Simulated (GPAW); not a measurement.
# Optical response of BP

Wanted: where BP starts to absorb, how strongly, and its refractive index.

Main program and level: GPAW 26.7.0; DFT, LDA, plane-wave PAW (GPAW data sets), scalar-relativistic, RPA, optical limit.

## 1. Set-up

Symmetry: F-43m, No. 216, cubic system. The conventional cell has a = 4.538 Å, b = 4.538 Å, c = 4.538 Å, α = 90.00°, β = 90.00°, γ = 90.00°. P has 4 B at 1.97 Å nearest. Nearest to B lie 4 P at 1.97 Å. Farther neighbours are not listed.

## 2. Ground state

First the ground state: is it a metal or has it a gap?

This step: DFT, LDA, plane-wave PAW (GPAW data sets), scalar-relativistic, ground state (GPAW 26.7.0).

gs.py

```python
from ase import Atoms
from ase.dft.bandgap import bandgap
from gpaw import GPAW, PW, FermiDirac

atoms = Atoms(['P', 'B'],
              cell=[[0.000000000000, 2.269000000000, 2.269000000000],
                    [2.269000000000, 0.000000000000, 2.269000000000],
                    [2.269000000000, 2.269000000000, 0.000000000000]],
              scaled_positions=[[0.750000000000, 0.750000000000, 0.750000000000],
                                [0.000000000000, 0.000000000000, 0.000000000000]],
              pbc=[True, True, True])
atoms.calc = GPAW(mode=PW(450), xc='LDA', kpts={'size': (8, 8, 8), 'gamma': True},
                  occupations=FermiDirac(0.05), maxiter=150, txt='gs.txt')
print('energy (eV)', atoms.get_potential_energy())
print('Fermi level (eV)', atoms.calc.get_fermi_level())
print('valence electrons', atoms.calc.get_number_of_electrons())
print('gap (eV)', bandgap(atoms.calc, output=None)[0])
print('direct gap (eV)', bandgap(atoms.calc, direct=True, output=None)[0])
atoms.calc.write('gs.gpw')
```

The run is started by

```
$ OMP_NUM_THREADS=1 python gs.py
```

Numbers of over 12 decimals in the logs are rounded to 6 here.

The log of the run:

```text
__  _  _
 | _ |_)|_||  |
 |__||  | ||/\| - 26.7.0

Versions:
  Python: 3.12.14
  ASE:    3.29.0
  Numpy:  2.5.5
  Scipy:  1.18.1
  Libxc:  7.0.0

Input parameters:
  mode=PW(ecut=450.000000),
  kpts=MonkhorstPack(size=(8, 8, 8), gamma=True),
  maxiter=150,
  occupations=Occupations(name='fermi-dirac', width=0.05, fixmagmom=False),
  xc=XC(name='LDA')

Diagonalizing LCAO Hamiltonian
Converting LCAO to pw mode

                  P

       B

Atoms  # Å, Bohr magnetons
|   | symbol |        x |        y |        z |    initial magnetic moments |
| 0 |      P | 3.403500 | 3.403500 | 3.403500 | ( 0.0000,  0.0000,  0.0000) |
| 1 |      B | 0.000000 | 0.000000 | 0.000000 | ( 0.0000,  0.0000,  0.0000) |

Unit cell  # Å
| periodic |        x |        y |        z |  lengths |    angles |
|      yes | 0.000000 | 2.269000 | 2.269000 | 3.208851 | 60.000000 |
|      yes | 2.269000 | 0.000000 | 2.269000 | 3.208851 | 60.000000 |
|      yes | 2.269000 | 2.269000 | 0.000000 | 3.208851 | 60.000000 |

Number of symmetries: 24
Symmetry operations  # r_c * U_cc + t_c -> r_c
|    | kind |            matrix            |
|  0 |  E   |  1, 0, 0,  0, 1, 0,  0, 0, 1 |
|  1 |  σ   |  1, 0, 0,  0, 0, 1,  0, 1, 0 |
|  2 |  σ   |  1, 0,-1,  0, 1,-1,  0, 0,-1 |
|  3 |  C3  |  1, 0,-1,  0, 0,-1,  0, 1,-1 |
|  4 |  C3  |  1,-1, 0,  0,-1, 1,  0,-1, 0 |
|  5 |  σ   |  1,-1, 0,  0,-1, 0,  0,-1, 1 |
|  6 |  σ   |  0, 1, 0,  1, 0, 0,  0, 0, 1 |
|  7 |  C3  |  0, 1, 0,  0, 0, 1,  1, 0, 0 |
|  8 |  C2  |  0, 1,-1,  1, 0,-1,  0, 0,-1 |
|  9 |  S4  |  0, 1,-1,  0, 0,-1,  1, 0,-1 |
| 10 |  C3  |  0, 0, 1,  1, 0, 0,  0, 1, 0 |
| 11 |  σ   |  0, 0, 1,  0, 1, 0,  1, 0, 0 |
| 12 |  S4  |  0, 0,-1,  1, 0,-1,  0, 1,-1 |
| 13 |  C3  |  0, 0,-1,  0, 1,-1,  1, 0,-1 |
| 14 |  S4  |  0,-1, 1,  1,-1, 0,  0,-1, 0 |
| 15 |  C2  |  0,-1, 1,  0,-1, 0,  1,-1, 0 |
| 16 |  C3  |  0,-1, 0,  1,-1, 0,  0,-1, 1 |
| 17 |  S4  |  0,-1, 0,  0,-1, 1,  1,-1, 0 |
| 18 |  S4  | -1, 1, 0, -1, 0, 1, -1, 0, 0 |
| 19 |  C3  | -1, 1, 0, -1, 0, 0, -1, 0, 1 |
| 20 |  C3  | -1, 0, 1, -1, 1, 0, -1, 0, 0 |
| 21 |  S4  | -1, 0, 1, -1, 0, 0, -1, 1, 0 |
| 22 |  σ   | -1, 0, 0, -1, 1, 0, -1, 0, 1 |
| 23 |  C2  | -1, 0, 0, -1, 0, 1, -1, 1, 0 |

BZ-sampling:
  Number of BZ points: 512
  Number of IBZ points: 29

  Monkhorst-Pack size: [8, 8, 8]
  Monkhorst-Pack shift: [0.0625, 0.0625, 0.0625]

K-points  # in reciprocal-cell coordinates
|     |                                coordinates |     weight |
|   0 | (  0.00000000,   0.00000000,   0.00000000) | 0.00195312 |
|   1 | (  0.12500000,   0.12500000,   0.00000000) | 0.01171875 |
|   2 | (  0.12500000,   0.12500000,   0.12500000) | 0.01562500 |
|   3 | (  0.25000000,   0.12500000,   0.12500000) | 0.02343750 |
|   4 | (  0.25000000,   0.25000000,   0.00000000) | 0.01171875 |
|   5 | (  0.25000000,   0.25000000,   0.12500000) | 0.04687500 |
|   6 | (  0.25000000,   0.25000000,   0.25000000) | 0.01562500 |
|   7 | (  0.37500000,   0.25000000,  -0.37500000) | 0.04687500 |
|   8 | (  0.37500000,   0.25000000,   0.12500000) | 0.04687500 |
|   9 | (  0.37500000,   0.25000000,   0.25000000) | 0.04687500 |
| ... |                                            |            |
|  28 | (  0.50000000,   0.50000000,   0.50000000) | 0.00781250 |

Plane wave coefficients: 531
Cutoff: 450.000000 eV

Spin-components: 1 (collinear spins)
Bands:           8
Projectors:      10
Spin-degeneracy: 2
Datatype:        complex128

Parallelization:
  kpt:    1
  domain: 1
  band:   1

Density:
  Valence electrons: 8.0
  Components: 1
  Grid points: [16 16 16]
  Charge: 0.0  # |e|

Potential:
  Grid points: [16 16 16]

species:
  P:
    name:    Phosphorus
    id:
    Z:       15.0
    valence: 5
    core:    10
    charge:  0.0  # [|e|]
    compensation charges:
      type: gauss
      rc: 0.30  # [Å]
      lmax: 2
    cutoffs:
      filter: 1.69  # [Å]
      core: 1.81  # [Å]
    projectors
    | kind |    occ | energy [eV] | rcut [Å] |
    |   3s |  2.000 |     -14.015 |    0.953 |
    |   3p |  3.000 |      -5.596 |    0.953 |
    |    s |        |      13.197 |    0.953 |
    |    p |        |      21.615 |    0.953 |
    |    d |        |       0.000 |    0.953 |

    Using partial waves for P as LCAO basis

  B:
    name:    Boron
    id:
    Z:       5.0
    valence: 3
    core:    2
    charge:  0.0  # [|e|]
    compensation charges:
      type: gauss
      rc: 0.20  # [Å]
      lmax: 2
    cutoffs:
      filter: 1.14  # [Å]
      core: 1.42  # [Å]
    projectors
    | kind |    occ | energy [eV] | rcut [Å] |
    |   2s |  2.000 |      -9.383 |    0.635 |
    |   2p |  1.000 |      -3.714 |    0.635 |
    |    s |        |      17.828 |    0.635 |
    |    p |        |      23.498 |    0.635 |
    |    d |        |       0.000 |    0.635 |

    Using partial waves for B as LCAO basis

Reference energy: -9935.220091  # eV

eigensolver:
  PPCG
  Converge bands: occupied
  niter=2

density mixing:
  MSR1-Mixer
  Pratt-step length: 0.05
  Maximum mixing coefficient: 0.75
  Old densities: 10
  SVD Regularization: 0.005
  Good broyden scale: 1.0
  Trust region scale: 1.0
  Backstep threshold: 4.0
  History deletion threshold: 6.0
  Fourier metric: weight=20.0, sigma=0.015

occupation numbers:
  Fermi-Dirac:
    width: 0.0500  # eV

poisson solver:
  ecut: 3600.000000  # eV

xc functional:
  name: None

convergence criteria:
- Maximum [total energy] change in last 3 cyles: 0.0005 eV / valence electron
- Maximum integral of absolute [dens]ity change: 0.0001 electrons / valence electron
- Maximum integral of absolute [eigenst]ate change: 4e-08 eV^2 / valence electron
maximum number of iterations: 150

SCF iterations
|iter     |      energy | eigst |  dens |
|iter:   1||  -15.070821 | +0.14 |       |
|iter:   2||  -14.943530 | -1.96 | -0.69 |
|iter:   3||  -14.354937 | -1.23 | -0.73 |
|iter:   4||  -14.345289 | -2.86 | -1.44 |
|iter:   5||  -14.344988 | -3.90 | -1.95 |
|iter:   6||  -14.344986c| -5.32 | -2.57 |
|iter:   7||  -14.344987c| -7.05 | -3.74 |
|iter:   8||  -14.344987c| -7.47c| -4.27c|

Converged in 8 steps
SCF loop duration: 1.568 s (0.196 s/step)
Energy contributions relative to reference atoms: (reference = -9935.220091)

Energy contributions:
  Kinetic:          13.631443
  Coulomb:         -11.833081
  Zero:             -0.028026
  External:          0.000000
  Xc:              -16.115322
  Entropy:          -0.000000
  Spinorbit:         0.000000
  ----------------------------
  Free energy:     -14.344987
  Extrapolated:    -14.344987

dipole moment: (-3.348544, -3.348544, -3.348544)  # |e|*Ang

Fermi level: 8.593
Eigenvalues  # (at kpt = [0.000, 0.000, 0.000])
| band index |      eig [eV] | occ [0-2] |
|          0 |        -7.395 |     2.000 |
|          1 |         8.003 |     2.000 |
|          2 |         8.003 |     2.000 |
|          3 |         8.003 |     2.000 |
|          4 |        11.382 |     0.000 |
|          5 |        11.382 |     0.000 |
|          6 |        11.382 |     0.000 |
|          7 |        15.382 |     0.000 |

Gap: 1.219 eV
Transition (v -> c):
  (s=0, k=0, n=3, [0.00, 0.00, 0.00]) -> (s=0, k=12, n=4, [0.38, 0.38, 0.00])
Direct/indirect transitions are different
Direct gap: 3.379 eV
Transition at: (s=0, k=0, n=3, [0.00, 0.00, 0.00])

--- standard output ---
energy (eV) -14.344987
Fermi level (eV) 8.592555
valence electrons 8.0
gap (eV) 1.218917
direct gap (eV) 3.378967
```

It took 3.2 s on 1 thread of Arm Neoverse V1, shared host; peak memory 0.12 GiB.

Numbers from this step:

```
energy                 : -14.34 eV
Fermi energy           : 8.593 eV
gap on the k-mesh      : 1.219 eV
direct gap on the mesh : 3.379 eV
electrons              : 8
```

There is a gap, 1.22 eV on this mesh (points off the mesh can give less), so no carriers' term is needed.

## 3. Bands for the response

At the fixed density, many empty bands are solved on the mesh of the response, since the spectrum sums over them.

This step: DFT, LDA, plane-wave PAW (GPAW data sets), scalar-relativistic, bands at fixed density (GPAW 26.7.0).

nscf.py

```python
from ase.dft.bandgap import bandgap
from gpaw import GPAW, FermiDirac

calc = GPAW('gs.gpw').fixed_density(kpts={'size': (16, 16, 16), 'gamma': True}, nbands=25, convergence={'bands': 19},
                                    occupations=FermiDirac(0.001), txt='nscf.txt')
print('gap (eV)', bandgap(calc, output=None)[0])
print('direct gap (eV)', bandgap(calc, direct=True, output=None)[0])
print('top band over the Fermi level (eV)', min(calc.get_eigenvalues(kpt=k)[18] for k in range(len(calc.get_ibz_k_points()))) - calc.get_fermi_level())
calc.write('full.gpw', mode='all')
```

The run is started by

```
$ OMP_NUM_THREADS=1 python nscf.py
```

The log of the run:

```text
Diagonalizing LCAO Hamiltonian
Converting LCAO to pw mode
convergence criteria:
- Maximum integral of absolute [eigenst]ate change: 4e-08 eV^2 / valence electron
maximum number of iterations: 150

SCF iterations
|iter     |      energy | eigst |  dens |
|iter:   1||             | +3.10 |       |
|iter:   2||             | +1.34 |       |
|iter:   3||             | -0.96 |       |
|iter:   4||             | -2.62 |       |
|iter:   5||             | -4.51 |       |
|iter:   6||             | -6.04 |       |
|iter:   7||             | -7.31 |       |
|iter:   8||             | -8.28c|       |
SCF steps: 8
  __  _  _
 | _ |_)|_||  |
 |__||  | ||/\| - 26.7.0

Versions:
  Python: 3.12.14
  ASE:    3.29.0
  Numpy:  2.5.5
  Scipy:  1.18.1
  Libxc:  7.0.0

Input parameters:
  mode=PW(ecut=450.000000),
  convergence={'bands': 19},
  gpts=array([16, 16, 16]),
  kpts=MonkhorstPack(size=(16, 16, 16), gamma=True),
  maxiter=150,
  nbands=25,
  occupations=Occupations(name='fermi-dirac', width=0.001, fixmagmom=False),
  parallel={},
  xc=XC(name='LDA')

--- standard output ---
gap (eV) 1.199708
direct gap (eV) 3.378967
top band over the Fermi level (eV) 28.675405
```

Elapsed: 24 s, on 1 thread; peak memory 0.17 GiB.

This step gave:

* gap on the k-mesh: 1.200 eV

## 4. Dielectric function, RPA

Local fields let the induced charge screen the field inside the cell, which as a rule lowers ε, most along directions where the density is uneven.

This step: DFT, LDA, plane-wave PAW (GPAW data sets), scalar-relativistic, RPA, optical limit (GPAW 26.7.0).

df.py

```python
from gpaw.response.df import DielectricFunction

df = DielectricFunction('full.gpw', frequencies={'type': 'nonlinear', 'domega0': 0.03, 'omega2': 8},
                        ecut=30,
                        eta=0.1,
                        nbands=19,
                        txt='df.txt')
for direction in ['x']:
    df.get_dielectric_function(xc='RPA', direction=direction, filename=f'df_{direction}.csv')
```

The run is started by

```
$ OMP_NUM_THREADS=1 python df.py
```

The log of the run:

```text
Using integrator: PointIntegrator
NonLinearFrequencyDescriptor(from 0.000 to 52.232 eV, 471 points)
Nonperiodic BCs:  [False False False]
Using integrator: PointIntegrator
NonLinearFrequencyDescriptor(from 0.000 to 52.232 eV, 471 points)
Nonperiodic BCs:  [False False False]

Calculating chi0 body with:
    Ground state adapter containing:
    Number of spins: 1
    Number of kpoints: 4096
    Number of irreducible kpoints: 145
    Number of completely occupied states: 4
    Number of partially occupied states: 4

    Linear response parametrization:
    q_c: [0.0, 0.0, 0.0]
    Number of frequency points: 471
    Planewave cutoff: 30.0
    Number of bands: 19
    Number of planewaves: 15
    Broadening (eta): 0.1

Integrating chi0 body.

Symmetries of q_c:
    Direct symmetries (Uq -> q): 24
    Indirect symmetries (TUq -> q): 24
In total 48 allowed symmetries.

145 groups of equivalent kpoints. 96.4599609375% reduction.

Integral kind: spectral function

Calculating chi0 optical extensions with:
    Ground state adapter containing:
    Number of spins: 1
    Number of kpoints: 4096
    Number of irreducible kpoints: 145
    Number of completely occupied states: 4
    Number of partially occupied states: 4

    Linear response parametrization:
    Number of frequency points: 471
    Planewave cutoff: 30.0
    Number of bands: 19
    Number of planewaves: 15
    Broadening (eta): 0.1
Integrating chi0 head and wings.

Symmetries of q_c:
    Direct symmetries (Uq -> q): 24
    Indirect symmetries (TUq -> q): 24
In total 48 allowed symmetries.

145 groups of equivalent kpoints. 96.4599609375% reduction.

Integral kind: spectral function wings
```

Wall time 4.8 s (1 thread); peak memory 0.2 GiB.

Numbers from this step:

| Quantity | Value |
| --- | --- |
| electronic dielectric constant ε∞, mean over x, y and z (by symmetry where fewer were run) | 9.079 |
| main peak of Im epsilon, first axis | 6.260 eV |

The Im ε, E ∥ x has structure finer than the step of the table below, so its rows give means over 1 eV, whole bins alone (the curve runs from 0 to 25.0 eV). Peaks (eV: height): 5.8: 32.0, 6.3: 32.5.

Values under the direct gap are tails of Lorentzian lines. Im ε, E ∥ x against photon energy; means over each step:

photon energy (eV), Im ε, E ∥ x and a bar:
```
        1        0.1 
        2        0.1 
        3        0.6 #
        4        4.9 #####
        5       12.5 ##############
        6       26.9 ##############################
        7       10.6 ############
        8        8.2 #########
        9        4.2 #####
       10        3.2 ####
       11        2.4 ###
       12        1.7 ##
       13        1.4 ##
       14        1.0 #
       15        0.8 #
       16        0.7 #
       17        0.5 #
       18        0.4 
       19        0.4 
       20        0.4 
       21        0.3 
       22        0.3 
       23        0.3 
       24        0.1
```

Re ε, E ∥ x against photon energy:

```tsv
photon energy (eV)	Re ε, E ∥ x
0	9.08
1	9.32
2	10.2
3	12.5
4	15.7
5	18.1
6	3.83
7	-7.50
8	-4.02
9	-5.23
10	-2.76
11	-2.77
12	-2.04
13	-2.04
14	-1.32
15	-1.14
16	-0.781
17	-0.615
18	-0.427
19	-0.253
20	-0.0616
21	-0.112
22	0.0566
23	-0.0202
24	0.0969
```

Refractive index n and extinction k against photon energy:

```tsv
photon energy (eV)	n	k
0	3.01	0
1	3.05	0.00839
2	3.19	0.0209
3	3.54	0.0587
4	4.00	0.538
5	4.41	1.16
6	3.52	2.93
7	1.59	3.17
8	1.75	2.66
9	0.832	2.43
10	0.888	1.88
11	0.684	1.80
12	0.591	1.55
13	0.495	1.51
14	0.454	1.24
15	0.394	1.14
16	0.347	0.949
17	0.308	0.843
18	0.297	0.718
19	0.302	0.587
20	0.398	0.469
21	0.335	0.473
22	0.427	0.354
23	0.353	0.380
24	0.356	0.172
```

The Im ε, E ∥ x has structure finer than the step of the table below, so its rows give means over 1 eV, whole bins alone (the curve runs from 0 to 25.0 eV). Peaks (eV: height): without local fields 5.7: 34.8, 6.2: 35.1; with local fields 5.8: 32.0, 6.3: 32.5.

Values under the direct gap are tails of Lorentzian lines. Table of Im ε, E ∥ x by photon energy; means over each step:

```tsv
photon energy (eV)	without local fields	with local fields
1	0.0566	0.0524
2	0.150	0.139
3	0.681	0.628
4	5.38	4.93
5	13.8	12.5
6	29.0	26.9
7	10.8	10.6
8	8.44	8.20
9	4.22	4.25
10	3.25	3.21
11	2.28	2.37
12	1.65	1.67
13	1.34	1.42
14	0.989	1.04
15	0.771	0.831
16	0.589	0.670
17	0.470	0.519
18	0.380	0.434
19	0.320	0.374
20	0.289	0.377
21	0.193	0.321
22	0.182	0.304
23	0.132	0.274
24	0.0821	0.129
```

The loss function −Im 1/ε at q → 0, E ∥ x has structure finer than the step of the table below, so its rows give means over 0.5 eV, whole bins alone (the curve runs from 0 to 25.0 eV). Peaks (eV: height): 21.35: 4.08, 23.74: 5.77.

Values under the direct gap are tails of Lorentzian lines. Loss function −Im 1/ε at q → 0, E ∥ x against energy loss; means over each step:

```tsv
energy loss (eV)	loss function −Im 1/ε at q → 0, E ∥ x
0.5	2.9e-4
1.0	5.9e-4
1.5	9.1e-4
2.0	0.00129
2.5	0.00178
3.0	0.00279
3.5	0.0105
4.0	0.0172
4.5	0.0224
5.0	0.0236
5.5	0.0253
6.0	0.0380
6.5	0.0408
7.0	0.0621
7.5	0.101
8.0	0.0897
8.5	0.0848
9.0	0.0955
9.5	0.141
10.0	0.172
10.5	0.162
11.0	0.167
11.5	0.195
12.0	0.248
12.5	0.289
13.0	0.240
13.5	0.310
14.0	0.382
14.5	0.410
15.0	0.434
15.5	0.531
16.0	0.615
16.5	0.683
17.0	0.794
17.5	1.03
18.0	1.21
18.5	1.54
19.0	1.92
19.5	2.34
20.0	2.56
20.5	2.34
21.0	2.90
21.5	3.71
22.0	3.15
22.5	2.92
23.0	3.72
23.5	5.01
24.0	4.86
24.5	2.41
```

Optical constants at common wavelengths, from n + ik = √ε:

```tsv
wavelength (nm)	n	k	R (%)	1/α
1550	3.04	0.007	25.5	19 µm
1064	3.07	0.010	25.9	8.5 µm
800	3.12	0.014	26.4	4.4 µm
633	3.19	0.020	27.3	2.5 µm
365	3.83	0.187	34.5	155 nm
308	4.02	0.537	36.9	46 nm
248	4.41	1.156	42.3	17 nm
```

Below the direct gap, k and the depth come from the tails of the Lorentzian lines, not from transitions.

Rows near the edge hang on the gap, which this functional as a rule makes too small, and phonon-assisted absorption is left out.

## 5. Summary of results

```yaml
electronic_dielectric_constant_eps_infinity_mean_over_x_y_and_z_by_symmetry_where_fewer_were_run_rpa: 9.08
main_peak_of_im_epsilon_first_axis: 6.26 eV
```

What this shows: At this level (LDA, RPA) BP has ε∞ = 9.08 and n = 3.04 at 1550 nm, and Im ε peaks at 6.3 eV. On the mesh the gap is 1.20 eV and the least direct gap 3.38 eV, so on this mesh the band edges lie at different points. Local fields change the static value along x from 9.56 to 9.08 (-5 %). Distinct maxima of Im ε, read by a parabola through the highest points, lie at 5.75 eV (32), 6.26 eV (33) and 8.06 eV (9.6). Excitons and phonon-assisted transitions are missing; LDA gaps are as a rule too small, which pulls the onset down and ε∞ up. The sum runs over mesh points, so small or evenly spaced maxima can still be ripples of the mesh.

[Machine, clock and banner lines and Python warnings are left out of the logs.]

[Logs are printed without paths, hosts, clocks, repeated set-up lines and the standing remarks that a program may print on its own settings, such as how far it seeks lower states.]

[Hosts, paths, dates, database ids (printed as entryN), source tags and the programs' standing remarks are cut or masked in the printed files.]
